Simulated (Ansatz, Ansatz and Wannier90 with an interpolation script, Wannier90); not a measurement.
# From a coarse GW mesh to bands everywhere: PbIF (P4/nmm), part 2 of 3

Wanted: quasiparticle gap and band widths of PbIF (P4/nmm) over the whole zone.

Ansatz 0.2.0; LDA, Wannier functions and G0W0, plane waves, PAW. Known limits of the many-body steps: not at the basis limit; no spin-orbit coupling; coarse k mesh.

So far. Step 2 (LDA bands): The gap is direct, at (0.000, 0.000, 0.500).

## Step 4: Wannier functions by Wannier90 (F:2p I:5p Pb:6p) on 8×8×4

Localised functions give a small Hamiltonian that interpolates between mesh points at no cost.

This step: maximally localised Wannier functions from the overlaps of LDA states (plane waves, PAW).

Contents of w.win:

```
num_iter = 1200
conv_tol = 1.0e-8
conv_window = 5
dis_num_iter = 4000
dis_conv_tol = 1.0e-8
dis_mix_ratio = 0.7
write_hr = true
use_ws_distance = false
num_print_cycles = 50
! ansatz wannier90 interface
! projections by site (counted from 0) and shell: 4 2P, 5 2P, 2 5P, 3 5P, 0 6P, 1 6P
! states of the run's bands (counted from 1): 1-46
num_bands = 46
num_wann  = 18
dis_win_min = 1.39
dis_win_max = 13.76
dis_froz_min = 1.39
dis_froz_max = 10.76
guiding_centres = true

begin unit_cell_cart
Ang
                   4.2374                      0.0                      0.0
                      0.0                   4.2374                      0.0
                      0.0                      0.0                      8.8
end unit_cell_cart

begin atoms_frac
Pb                       0.5                      0.0                  0.16392
Pb                       0.0                      0.5                  0.83608
I                        0.5                      0.0                  0.66297
I                        0.0                      0.5                  0.33703
F                        0.0                      0.0                      0.0
F                        0.5                      0.5                      0.0
end atoms_frac

mp_grid = 8 8 4

[... the mesh's points ...]
```

On the command line:

```console
$ OMP_NUM_THREADS=1 mpirun -n 4 wannier90.x w > wannier90.x.log
```

Log:

```text
TEM
                                    ------

                              Lattice Vectors (Ang)
                    a_1     4.237400   0.000000   0.000000
                    a_2     0.000000   4.237400   0.000000
                    a_3     0.000000   0.000000   8.800000

                   Unit Cell Volume:     158.00892  (Ang^3)

                        Reciprocal-Space Vectors (Ang^-1)
                    b_1     1.482793   0.000000   0.000000
                    b_2     0.000000   1.482793   0.000000
                    b_3     0.000000   0.000000   0.713998

 *----------------------------------------------------------------------------*
 |   Site       Fractional Coordinate          Cartesian Coordinate (Ang)     |
 +----------------------------------------------------------------------------+
 | pb   1   0.50000   0.00000   0.16392   |    2.11870   0.00000   1.44250    |
 | pb   2   0.00000   0.50000   0.83608   |    0.00000   2.11870   7.35750    |
 | i    1   0.50000   0.00000   0.66297   |    2.11870   0.00000   5.83414    |
 | i    2   0.00000   0.50000   0.33703   |    0.00000   2.11870   2.96586    |
 | f    1   0.00000   0.00000   0.00000   |    0.00000   0.00000   0.00000    |
 | f    2   0.50000   0.50000   0.00000   |    2.11870   2.11870   0.00000    |
 *----------------------------------------------------------------------------*
                                ------------
                                K-POINT GRID
                                ------------

             Grid size =  8 x  8 x  4      Total points =  256

 *---------------------------------- MAIN ------------------------------------*
 |  Number of Wannier Functions               :                18             |
 |  Number of Objective Wannier Functions     :                18             |
 |  Number of input Bloch states              :                46             |
 |  Output verbosity (1=low, 5=high)          :                 1             |
 |  Timing Level (1=low, 5=high)              :                 1             |
 |  Optimisation (0=memory, 3=speed)          :                 3             |
 |  Length Unit                               :               Ang             |
 |  Post-processing setup (write *.nnkp)      :                 F             |
 |  Using Gamma-only branch of algorithms     :                 F             |
 *----------------------------------------------------------------------------*
 *------------------------------- WANNIERISE ---------------------------------*
 |  Total number of iterations                :              1200             |
 |  Number of CG steps before reset           :                 5             |
 |  Trial step length for line search         :             2.000             |
 |  Convergence tolerence                     :         0.100E-07             |
 |  Convergence window                        :                 5             |
 |  Iterations between writing output         :                50             |
 |  Iterations between backing up to disk     :               100             |
 |  Write r^2_nm to file                      :                 F             |
 |  Write xyz WF centres to file              :                 F             |
 |  Write on-site energies <0n|H|0n> to file  :                 F             |
 |  Use guiding centre to control phases      :                 T             |
 |  Use phases for initial projections        :                 F             |
 |  Iterations before starting guiding centres:                 0             |
 |  Iterations between using guiding centres  :                 1             |
 *----------------------------------------------------------------------------*
 *------------------------------- DISENTANGLE --------------------------------*
 |  Using band disentanglement                :                 T             |
 |  Total number of iterations                :              4000             |
 |  Mixing ratio                              :             0.700             |
 |  Convergence tolerence                     :         1.000E-08             |
 |  Convergence window                        :                 3             |
 *----------------------------------------------------------------------------*
 *-------------------------------- PLOTTING ----------------------------------*
 |  Plotting Hamiltonian in WF basis          :                 T             |
 *----------------------------------------------------------------------------*

 *---------------------------------- K-MESH ----------------------------------*
 +----------------------------------------------------------------------------+
 |                    Distance to Nearest-Neighbour Shells                    |
 |                    ------------------------------------                    |
 |          Shell             Distance (Ang^-1)          Multiplicity         |
 |          -----             -----------------          ------------         |
 |             1                   0.178500                      2            |
 |             2                   0.185349                      4            |
 |             3                   0.257325                      8            |
 |             4                   0.262123                      4            |
[...]
|            ---        --------------------------------                     |
 |             1         0.000000    0.000000    0.178500                     |
 |             2         0.000000    0.185349    0.000000                     |
 |             3         0.185349    0.000000    0.000000                     |
 +----------------------------------------------------------------------------+

 Starting a new Wannier90 calculation ...

 Reading overlaps from w.mmn    : ansatz wannier90 interface

 Reading projections from w.amn : ansatz wannier90 interface

 *------------------------------- DISENTANGLE --------------------------------*
 +----------------------------------------------------------------------------+
 |                              Energy  Windows                               |
 |                              ---------------                               |
 |                   Outer:    1.39000  to   13.76000  (eV)                   |
 |                   Inner:    1.39000  to   10.76000  (eV)                   |
 +----------------------------------------------------------------------------+
   Number of target bands to extract:   18

                   Unitarised projection of Wannier functions
                   ------------------------------------------
   A_mn = <psi_m|g_n> --> S = A.A^+ --> U = S^-1/2.A
   In dis_project... done
   Using an inner window (linner = T)
   In dis_proj_froz... done

                   Extraction of optimally-connected subspace
                   ------------------------------------------
 +---------------------------------------------------------------------+<-- DIS
 |  Iter     Omega_I(i-1)      Omega_I(i)      Delta (frac.)    Time   |<-- DIS
 +---------------------------------------------------------------------+<-- DIS
       1      40.98559698      40.85395217       3.222E-03      0.00    <-- DIS
       2      40.88891162      40.84260769       1.134E-03      0.01    <-- DIS
       3      40.85796722      40.84003163       4.392E-04      0.02    <-- DIS

             <<<      Delta < 1.000E-08  over  3 iterations     >>>
             <<< Disentanglement convergence criteria satisfied >>>

        Final Omega_I    40.83890201 (Ang^2)

 +----------------------------------------------------------------------------+

 Writing checkpoint file w.chk... done

 *------------------------------- WANNIERISE ---------------------------------*
 +--------------------------------------------------------------------+<-- CONV
 | Iter  Delta Spread     RMS Gradient      Spread (Ang^2)      Time  |<-- CONV
 +--------------------------------------------------------------------+<-- CONV

 ------------------------------------------------------------------------------
 Initial State
  WF centre and spread    1  (  0.000000, -0.000000,  0.000000 )     1.10051978
  WF centre and spread    2  (  0.000000, -0.000000,  0.102154 )     1.19282650
  WF centre and spread    3  ( -0.000000,  0.000000, -0.102154 )     1.19282650
  WF centre and spread    4  (  2.118700,  2.118700, -0.000000 )     1.10051978
  WF centre and spread    5  (  2.118700,  2.118700, -0.102154 )     1.19282650
  WF centre and spread    6  (  2.118700,  2.118700,  0.102154 )     1.19282650
  WF centre and spread    7  (  2.118700, -0.000000,  5.817828 )     2.37848067
  WF centre and spread    8  (  2.118700,  0.000000,  5.792554 )     2.30970706
  WF centre and spread    9  (  2.118700,  0.000000,  5.792554 )     2.30970706
  WF centre and spread   10  ( -0.000000,  2.118700,  2.982172 )     2.37848067
[...]
Sum of centres and spreads ( 19.068300, 19.068300, 52.800000 )    43.21657202

      0     0.432E+02     0.0000000000       43.2165720177       0.28  <-- CONV
        O_D=      0.0951691 O_OD=      2.2825009 O_TOT=     43.2165720 <-- SPRD
 ------------------------------------------------------------------------------
 Cycle:      1
[...]
Sum of centres and spreads ( 19.068300, 19.068300, 52.800000 )    42.94716727

      1    -0.269E+00     0.4499046222       42.9471672736       0.31  <-- CONV
        O_D=      0.0964641 O_OD=      2.0118011 O_TOT=     42.9471673 <-- SPRD
 Delta: O_D=  0.1295019E-02 O_OD= -0.2706998E+00 O_TOT= -0.2694047E+00 <-- DLTA
 ------------------------------------------------------------------------------

             <<<     Delta < 1.000E-08  over  5 iterations     >>>
             <<< Wannierisation convergence criteria satisfied >>>

 Final State
[...]
WF centre and spread   14  (  2.118700, -0.000000,  1.667739 )     3.64612137
  WF centre and spread   15  (  2.118700,  0.000000,  1.667739 )     3.64612137
  WF centre and spread   16  (  0.000000,  2.118700,  7.098220 )     3.47937500
  WF centre and spread   17  (  0.000000,  2.118700,  7.132261 )     3.64612137
  WF centre and spread   18  ( -0.000000,  2.118700,  7.132261 )     3.64612137
  Sum of centres and spreads ( 19.068300, 19.068300, 52.800000 )    42.70214123

         Spreads (Ang^2)       Omega I      =    40.838902008
        ================       Omega D      =     0.087958637
                               Omega OD     =     1.775280582
    Final Spread (Ang^2)       Omega Total  =    42.702141228
 ------------------------------------------------------------------------------

 Writing checkpoint file w.chk... done

 *---------------------------------------------------------------------------*
 |                               PLOTTING                                    |
 *---------------------------------------------------------------------------*

 *===========================================================================*
 |                             TIMING INFORMATION                            |
 *===========================================================================*
 |    Tag                                                Ncalls      Time (s)|
 |---------------------------------------------------------------------------|
 |kmesh: get                                        :         1         0.072|
 |overlap: read                                     :         1         2.618|
 |dis: main                                         :         1         0.311|
 |wann: main                                        :         1         1.003|
 |plot: main                                        :         1         0.258|
 *---------------------------------------------------------------------------*
 All done: wannier90 exiting
```

Run time: 5.5 s. Hardware: 4 MPI ranks of Arm Neoverse V1, shared host; 21 s of CPU time.

This step gave:

| Quantity | Value |
| --- | --- |
| gauge-invariant spread | 40.84 Å² |
| diagonal spread | 0.08796 Å² |
| off-diagonal spread | 1.775 Å² |
| total spread | 42.70 Å² |
| disentanglement steps | 23 |
| r.m.s. interpolation error | 5.71e-4 eV |
| r.m.s. error near the gap | 7.65e-4 eV |

Near the gap the model misses directly solved bands by 0.8 meV r.m.s. and by 7 meV at most in the window tested. This tests the starting bands, not the corrections carried with them.

Wannier functions, by row:

```
function  x (Å)  y (Å)   z (Å)  spread (Å²)  nearest atom  distance (Å)
       1      0      0       0        1.086            F5             0
       2      0      0   0.105        1.177            F5         0.105
       3      0      0  -0.105        1.177            F5         0.105
       4  2.119  2.119       0        1.086            F6             0
       5  2.119  2.119  -0.105        1.177            F6         0.105
       6  2.119  2.119   0.105        1.177            F6         0.105
       7  2.119      0   5.813        2.397            I3         0.021
       8  2.119      0   5.789        2.371            I3         0.045
       9  2.119      0   5.789        2.371            I3         0.045
      10      0  2.119   2.987        2.397            I4         0.021
      11      0  2.119   3.011        2.371            I4         0.045
      12      0  2.119   3.011        2.371            I4         0.045
      13  2.119      0   1.702        3.479           Pb1         0.259
      14  2.119      0   1.668        3.646           Pb1         0.225
      15  2.119      0   1.668        3.646           Pb1         0.225
      16      0  2.119   7.098        3.479           Pb2         0.259
      17      0  2.119   7.132        3.646           Pb2         0.225
      18      0  2.119   7.132        3.646           Pb2         0.225
```

Frozen up to 4.16 eV; above it the model need not follow the bands. Electronic bands along the path, in eV, zero at the valence-band top:

```
    point  band 35  band 36  band 37  band 38  band 39  band 40  band 41  band 42
        Γ    -1.14    -0.83    -0.83    -0.32     1.99     3.23     4.98     4.98
  halfway    -0.89    -0.62    -0.61    -0.34     3.07     3.65     3.67     4.36
        X    -0.63    -0.63    -0.47    -0.47     3.32     3.32     3.95     3.95
  halfway    -1.53    -1.53    -0.98    -0.98     3.04     3.04     4.01     4.01
        M    -1.83    -1.83    -0.91    -0.91     2.76     2.76     3.70     3.70
  halfway    -1.42    -0.89    -0.57    -0.50     2.80     3.79     3.82     4.27
        Γ    -1.14    -0.83    -0.83    -0.32     1.99     3.23     4.98     4.98
  halfway    -1.23    -0.73    -0.73    -0.16     1.75     3.21     4.84     4.84
        Z    -1.29    -0.66    -0.66     0.00     1.56     3.11     4.75     4.75
  halfway    -0.99    -0.60    -0.51    -0.44     2.72     3.20     4.32     4.45
        R    -0.73    -0.73    -0.48    -0.48     3.29     3.29     3.96     3.96
  halfway    -1.64    -1.64    -0.80    -0.80     2.61     2.61     4.46     4.46
        A    -2.46    -2.46    -1.02    -1.02     3.56     3.56     3.58     3.58
  halfway    -1.58    -0.95    -0.68    -0.56     2.46     3.89     4.31     4.34
        Z    -1.29    -0.66    -0.66     0.00     1.56     3.11     4.75     4.75
jump to X    -0.63    -0.63    -0.47    -0.47     3.32     3.32     3.95     3.95
  halfway    -0.68    -0.68    -0.47    -0.47     3.30     3.30     3.95     3.95
        R    -0.73    -0.73    -0.48    -0.48     3.29     3.29     3.96     3.96
jump to M    -1.83    -1.83    -0.91    -0.91     2.76     2.76     3.70     3.70
  halfway    -2.03    -2.03    -0.97    -0.97     3.06     3.06     3.62     3.62
        A    -2.46    -2.46    -1.02    -1.02     3.56     3.56     3.58     3.58
```

The same for Kohn-Sham, solved directly:

```
point  band 35  band 36  band 37  band 38  band 39  band 40  band 41  band 42
    Γ    -1.14    -0.83    -0.83    -0.32     1.99     3.23     4.98     4.98
    X    -0.63    -0.63    -0.47    -0.47     3.32     3.32     3.95     3.95
    M    -1.83    -1.83    -0.91    -0.91     2.76     2.76     3.70     3.70
    Γ    -1.14    -0.83    -0.83    -0.32     1.99     3.23     4.98     4.98
    Z    -1.29    -0.66    -0.66     0.00     1.56     3.11     4.75     4.75
    R    -0.74    -0.74    -0.48    -0.48     3.29     3.29     3.96     3.96
    A    -2.46    -2.46    -1.02    -1.02     3.56     3.56     3.58     3.58
    Z    -1.29    -0.66    -0.66     0.00     1.56     3.11     4.75     4.75
    X    -0.63    -0.63    -0.47    -0.47     3.32     3.32     3.95     3.95
    R    -0.74    -0.74    -0.48    -0.48     3.29     3.29     3.96     3.96
    M    -1.83    -1.83    -0.91    -0.91     2.76     2.76     3.70     3.70
    A    -2.46    -2.46    -1.02    -1.02     3.56     3.56     3.58     3.58
```

(Part 2 of 3 ends here.)

[Paths, hosts, dates, memory and timing lines, banners, echoed tables and standing remarks are left out of the program output.]

[Logs are printed without paths, hosts, clocks, repeated set-up lines and the standing remarks that a program may print on its own settings, such as how far it seeks lower states.]

[Runs of the session that timed out or met a known fault of the program may be left out.]

[Hosts, paths, dates, database ids (printed as entryN), source tags and the programs' standing remarks are cut or masked in the printed files.]
